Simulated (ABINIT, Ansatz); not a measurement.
## ScHO2 (R-3m): G0W0 with ABINIT, start to end

Wanted: ground state, empty states, screening and self-energy for ScHO2 (R-3m).

Main program and level: ABINIT 10.8.3; PBEsol and many-body steps on it, plane waves.

**1. Starting point**

Symmetry: R-3m, No. 166, trigonal system. Conventional cell: a = 3.233 Å, b = 3.233 Å, c = 13.593 Å, α = 90.00°, β = 90.00°, γ = 120.00°. Nearest to Sc lie 6 O at 2.14 Å. Nearest to H lie 2 O at 1.22 Å. Nearest to O lie 1 H at 1.22 Å and 3 Sc at 2.14 Å. Farther neighbours, and contacts between anions beyond the nearest, are not listed.

Structure file:

```cif
data_structure
_symmetry_space_group_name_H-M 'R-3m:H'
_symmetry_Int_Tables_number 166
_cell_length_a 3.2332
_cell_length_b 3.2332
_cell_length_c 13.5928
_cell_angle_alpha 90.000
_cell_angle_beta 90.000
_cell_angle_gamma 120.000
_cell_volume 123.05
loop_
_atom_site_label
_atom_site_type_symbol
_atom_site_symmetry_multiplicity
_atom_site_Wyckoff_symbol
_atom_site_fract_x
_atom_site_fract_y
_atom_site_fract_z
_atom_site_occupancy
Sc1 Sc 3 a 0.00000 0.00000 0.00000 1
H1 H 3 b 0.66667 0.33333 0.83333 1
O1 O 6 c 0.66667 0.33333 0.92303 1
```

The cell and positions are those that the Materials Project relaxed with its own functionals (PBE, PBE+U or r2SCAN), kept fixed.

**2. Ground state**

This step: ABINIT 10.8.3; DFT, PBEsol, plane waves, norm-conserving pseudopotentials.

The ground-state density comes first.

run.abi reads:

```
acell 3*1.0 Angstrom
rprim 
  1.616589043500 0.933338119408 4.530924155205
  -1.616589043500 0.933338119408 4.530924155205
  0.000000000000 -1.866676238893 4.530924155189
ntypat 3
znucl 21 1 8
natom 4
typat 1 2 3 3
xred 
  0.000000000000 0.000000000000 0.000000000000
  0.500000000000 0.500000000000 0.500000000000
  0.589701000000 0.589701000000 0.589701000000
  0.410299000000 0.410299000000 0.410299000000
pp_dirpath "pseudos"
pseudos "Sc.upf, H.upf, O.upf"
ecut 36
ngkpt 8 8 8
nshiftk 1
shiftk 0 0 0
kptopt 1
chksymbreak 0
nband 18
occopt 1
tolvrs 1e-10
nstep 60
prtwf 0
optforces 0
optstress 0
indata_prefix "in"
outdata_prefix "out"
tmpdata_prefix "tmp"
```

Launch:

```bash
> OMP_NUM_THREADS=1 mpirun -n 4 abinit run.abi > log
```

Standard output:

```text
.Version 10.8.3 of ABINIT. v10.8.2 released Aug 2026.

 Symmetries : space group R-3 m (#166); Bravais hR (rhombohedral)
================================================================================
 Values of the parameters that define the memory need of the present run
     intxc =       0    ionmov =       0      iscf =       7    lmnmax =       6
     lnmax =       6     mgfft =      50  mpssoang =       3    mqgrid =    3001
     natom =       4  nloc_mem =       1    nspden =       1   nspinor =       1
    nsppol =       1      nsym =      12    n1xccc =    2501    ntypat =       3
    occopt =       1   xclevel =       2
-    mband =          18        mffmem =           1         mkmem =          17
       mpw =        2872          nfft =      125000          nkpt =          65
================================================================================
  Rough estimation (10% accuracy) of disk space for files :
================================================================================

--------------------------------------------------------------------------------
------------- Echo of variables that govern the present computation ------------
--------------------------------------------------------------------------------
 -outvars: echo values of preprocessed input variables --------
            acell      1.8897261259E+00  1.8897261259E+00  1.8897261259E+00 Bohr

      chksymbreak           0
             ecut      3.60000000E+01 Hartree
-          fftalg         312

              ixc     -116133
              kpt      0.00000000E+00  0.00000000E+00  0.00000000E+00
                       1.25000000E-01  0.00000000E+00  0.00000000E+00
                       2.50000000E-01  0.00000000E+00  0.00000000E+00
                       3.75000000E-01  0.00000000E+00  0.00000000E+00
                       5.00000000E-01  0.00000000E+00  0.00000000E+00
                       1.25000000E-01  1.25000000E-01  0.00000000E+00
                       2.50000000E-01  1.25000000E-01  0.00000000E+00
                       3.75000000E-01  1.25000000E-01  0.00000000E+00
                       5.00000000E-01  1.25000000E-01  0.00000000E+00
   [... 39 further rows ...]
                       5.00000000E-01  2.50000000E-01  2.50000000E-01
                      -3.75000000E-01  2.50000000E-01  2.50000000E-01
                       outvar_i_n : Printing only first  50 k-points.
         kptrlatt        8    0    0      0    8    0      0    0    8
          kptrlen      4.88785688E+01
P           mkmem          17
            natom           4
            nband          18
            ngfft          50      50      50
             nkpt          65
            nstep          60
             nsym          12
           ntypat           3
              occ      2.000000  2.000000  2.000000  2.000000  2.000000  2.000000
                       2.000000  2.000000  2.000000  2.000000  2.000000  2.000000
                       0.000000  0.000000  0.000000  0.000000  0.000000  0.000000
        optforces           0
        optstress           0
            prtwf           0
            rprim      1.6165890435E+00  9.3333811941E-01  4.5309241552E+00
[...]
spgroup         166

           tolvrs      1.00000000E-10

             xred      0.0000000000E+00  0.0000000000E+00  0.0000000000E+00
[...]
znucl       21.00000    1.00000    8.00000

================================================================================

 chkinp: Checking input parameters for consistency.

================================================================================
== DATASET  1 ==================================================================
-   mpi_nproc: 4, omp_nthreads: 1 (-1 if OMP is not activated)

--- !DatasetInfo
iteration_state: {dtset: 1, }
dimensions: {natom: 4, nkpt: 65, mband: 18, nsppol: 1, nspinor: 1, nspden: 1, mpw: 2872, }
cutoff_energies: {ecut:  36.0, pawecutdg:  -1.0, }
electrons: {nelect:   2.40000000E+01, charge:   0.00000000E+00, occopt:   1.00000000E+00, tsmear:   1.00000000E-02, }

 Real(R)+Recip(G) space primitive vectors, cartesian coordinates (Bohr,Bohr^-1):
 R(1)=  3.0549106  1.7637534  8.5622058  G(1)=  0.1636709  0.0944954  0.0389308
 R(2)= -3.0549106  1.7637534  8.5622058  G(2)= -0.1636709  0.0944954  0.0389308
 R(3)=  0.0000000 -3.5275069  8.5622058  G(3)=  0.0000000 -0.1889909  0.0389308
 Unit cell volume ucvol=  2.7680458E+02 bohr^3
 Angles (23,13,12)=  3.85242399E+01  3.85242399E+01  3.85242399E+01 degrees

 getcut: wavevector=  0.0000  0.0000  0.0000  ngfft=  50  50  50
         ecut(hartree)=     36.000   => boxcut(ratio)=   2.00017

--- Pseudopotential description ------------------------------------------------
- Sc Generated using ONCVPSP code by D. R. Hamann
- 21.00000  11.00000  180301                  znucl, zion, pspdat
12 -116133 2 -1 1642                          pspcod,pspxc,lmax,lloc,mmax
     nproj     2     2     2
  pspatm : epsatm=   13.58981452
         --- l  ekb(1:nproj) -->
[...]
pspatm: atomic psp has been read  and splines computed

- H Generated using ONCVPSP code by D. R. Hamann
-  1.00000   1.00000  180301                  znucl, zion, pspdat
12 -116133 1 -1 1180                          pspcod,pspxc,lmax,lloc,mmax
     nproj     2     1     0
  pspatm : epsatm=    0.35585368
         --- l  ekb(1:nproj) -->
[...]
1   -0.494138
 pspatm: atomic psp has been read  and splines computed

- O Generated using ONCVPSP code by D. R. Hamann
-  8.00000   6.00000  180301                  znucl, zion, pspdat
12 -116133 2 -1 936                           pspcod,pspxc,lmax,lloc,mmax
     nproj     2     2     1
  pspatm : epsatm=    6.22910120
         --- l  ekb(1:nproj) -->
[...]
2   -1.335834
 pspatm: atomic psp has been read  and splines computed

   6.33692894E+02                                ecore*ucvol(ha*bohr**3)
--------------------------------------------------------------------------------

_setup2: Arith. and geom. avg. npw (full set) are    2855.119    2855.109

================================================================================

--- !BeginCycle
iteration_state: {dtset: 1, }
solver: {iscf: 7, nstep: 60, nline: 4, wfoptalg: 0, }
tolerances: {tolvrs: 1.00E-10, }

     iter   Etot(hartree)      deltaE(h)  residm     vres2
 ETOT  1  -81.814769    -8.181E+01 1.622E-01 1.680E+03
 ETOT  2  -81.218713     5.961E-01 9.207E-02 6.555E+03
 ETOT  3  -82.085824    -8.671E-01 1.966E-02 1.250E+02
 ETOT  4  -82.094483    -8.659E-03 1.933E-02 2.791E+01
 ETOT  5  -82.097243    -2.760E-03 3.470E-03 3.526E-01
 ETOT  6  -82.097288    -4.517E-05 2.160E-03 6.395E-02
 ETOT  7  -82.097294    -5.516E-06 2.858E-04 9.035E-04
 ETOT  8  -82.097294    -1.826E-09 2.310E-04 6.431E-04
 ETOT  9  -82.097294    -4.433E-08 2.932E-05 3.377E-05
 ETOT 10  -82.097294    -2.598E-09 3.204E-05 4.938E-07
 ETOT 11  -82.097294    -3.428E-11 9.422E-06 1.125E-09
 ETOT 12  -82.097294     1.521E-12 1.048E-05 2.890E-11

 At SCF step   12       vres2   =  2.89E-11 < tolvrs=  1.00E-10 =>converged.

--- !ResultsGS
iteration_state: {dtset: 1, }
comment   : Summary of ground state results
lattice_vectors:
- [  3.0549106,   1.7637534,   8.5622058, ]
- [ -3.0549106,   1.7637534,   8.5622058, ]
- [  0.0000000,  -3.5275069,   8.5622058, ]
lattice_lengths: [   9.26038,    9.26038,    9.26038, ]
lattice_angles: [ 38.524,  38.524,  38.524, ] # degrees, (23, 13, 12)
lattice_volume:   2.7680458E+02
convergence: {deltae:  1.521E-12, res2:  2.890E-11, residm:  1.048E-05, diffor:  0.000E+00, }
etotal    :  -8.20972937E+01
entropy   :   0.00000000E+00
fermie    :   1.17004614E-01
cartesian_stress_tensor: null
pressure_GPa: null
xred      :
- [  0.0000E+00,   0.0000E+00,   0.0000E+00, Sc]
- [  5.0000E-01,   5.0000E-01,   5.0000E-01,  H]
- [  5.8970E-01,   5.8970E-01,   5.8970E-01,  O]
- [  4.1030E-01,   4.1030E-01,   4.1030E-01,  O]
cartesian_forces: null
force_length_stats: {min: null, max: null, mean: null, }

 Integrated electronic density in atomic spheres:
 ------------------------------------------------
 Atom  Sphere_radius  Integrated_density
[...]
4        2.00000          6.30552395
================================================================================

 ----iterations are completed or convergence reached----

 Mean square residual over all n,k,spin=   19.207E-09; max=  10.480E-06
 reduced coordinates (array xred) for    4 atoms
       0.000000      0.000000      0.000000
       0.500000      0.500000      0.500000
       0.589701      0.589701      0.589701
       0.410299      0.410299      0.410299
 rms dE/dt=  0.0000E+00; max dE/dt=  0.0000E+00; dE/dt below (all hartree)
    1       0.000000      0.000000      0.000000
    2       0.000000      0.000000      0.000000
    3       0.000000      0.000000      0.000000
    4       0.000000      0.000000      0.000000

 cartesian coordinates (angstrom) at end:
    1      0.000000     0.000000     0.000000
    2      0.000000    -3.85e-11     6.796386
    3     -0.000000    -4.541e-11     8.015672
    4      0.000000    -3.159e-11     5.577101
 length scales=  1.889726  1.889726  1.889726 bohr
              =  1.000000  1.000000  1.000000 angstroms
 prteigrs : about to open file out_EIG
 Fermi (or HOMO) energy (hartree) =   0.11700   Average Vxc (hartree)=  -0.38400
 Eigenvalues (hartree) for nkpt=  65  k points:
 kpt#   1, nband= 18, wtk=  0.00195, kpt=  0.0000  0.0000  0.0000 (reduced coord)
  -1.61550   -0.83857   -0.82616   -0.82616   -0.52432   -0.44264   -0.11845    0.03473
   0.03473    0.09625    0.09625    0.11105    0.28680    0.29297    0.29297    0.33827
   0.40456    0.40456
 prteigrs : prtvol=0 or 1, do not print more k-points.

--- !EnergyTerms
iteration_state     : {dtset: 1, }
comment             : Components of total free energy in Hartree
kinetic             :  4.010560E+01
hartree             :  2.201957E+01
xc                  : -1.666170E+01
Ewald energy        : -5.393264E+01
psp_core            :  2.289315E+00
local_psp           : -7.306765E+01
non_local_psp       : -2.849793E+00
total_energy        : -8.209729E+01
total_energy_eV     : -2.233981E+03
band_energy         : -9.764187E+00

== END DATASET(S) ==============================================================
================================================================================

 -outvars: echo values of variables after computation  --------
           etotal     -8.2097293663E+01
            nband          18
             nkpt          65
          spgroup         166
 [... the other variables as echoed above ...]

 Calculation completed.
```

The job ended after 51 s (4 MPI ranks of Intel Xeon Platinum 8488C (Sapphire Rapids), shared host; peak memory 0.43 GiB; 3.4 min of CPU time).

This step gave:

```
total energy               : -2233.9812 eV
gap                        : 3.958 eV
k of the valence top       : -0.125, 0.125, 0
k of the conduction bottom : 0.5, 0.5, 0
least direct gap           : 4.372 eV
```

The gap is indirect, with the least direct gap 0.41 eV higher.

(Continued in part 2 of 3.)

[Long decimals in the printed logs are rounded to 6 places.]

[Logs are printed without paths, hosts, clocks, repeated set-up lines and the standing remarks that a program may print on its own settings, such as how far it seeks lower states.]

[Paths, hosts, dates, memory and timing lines, banners, echoed tables and standing remarks are left out of the program output; an Ansatz launch command may be rebuilt from the run's recorded settings. Measured values are a selection of at most five: reports struck by readers or far from the other reports are left out. None is set beside runs whose start may be inverted or whose files or cutoffs have a known fault.]

[Runs of the session that timed out or met a known fault of the program may be left out.]

[Hosts, paths, dates, database ids (printed as entryN), source tags and the programs' standing remarks are cut or masked in the printed files.]

[G0W0 gaps are taken among the corrected bands and points alone; a level outside them can change the order at an edge.]

[Where Ansatz stands beside ABINIT at settings called matched, ABINIT's density can come from a denser mesh and the files from another edition; pairs whose starting gaps differed by over 0.03 eV were left out, so agreement reads better than it is.]
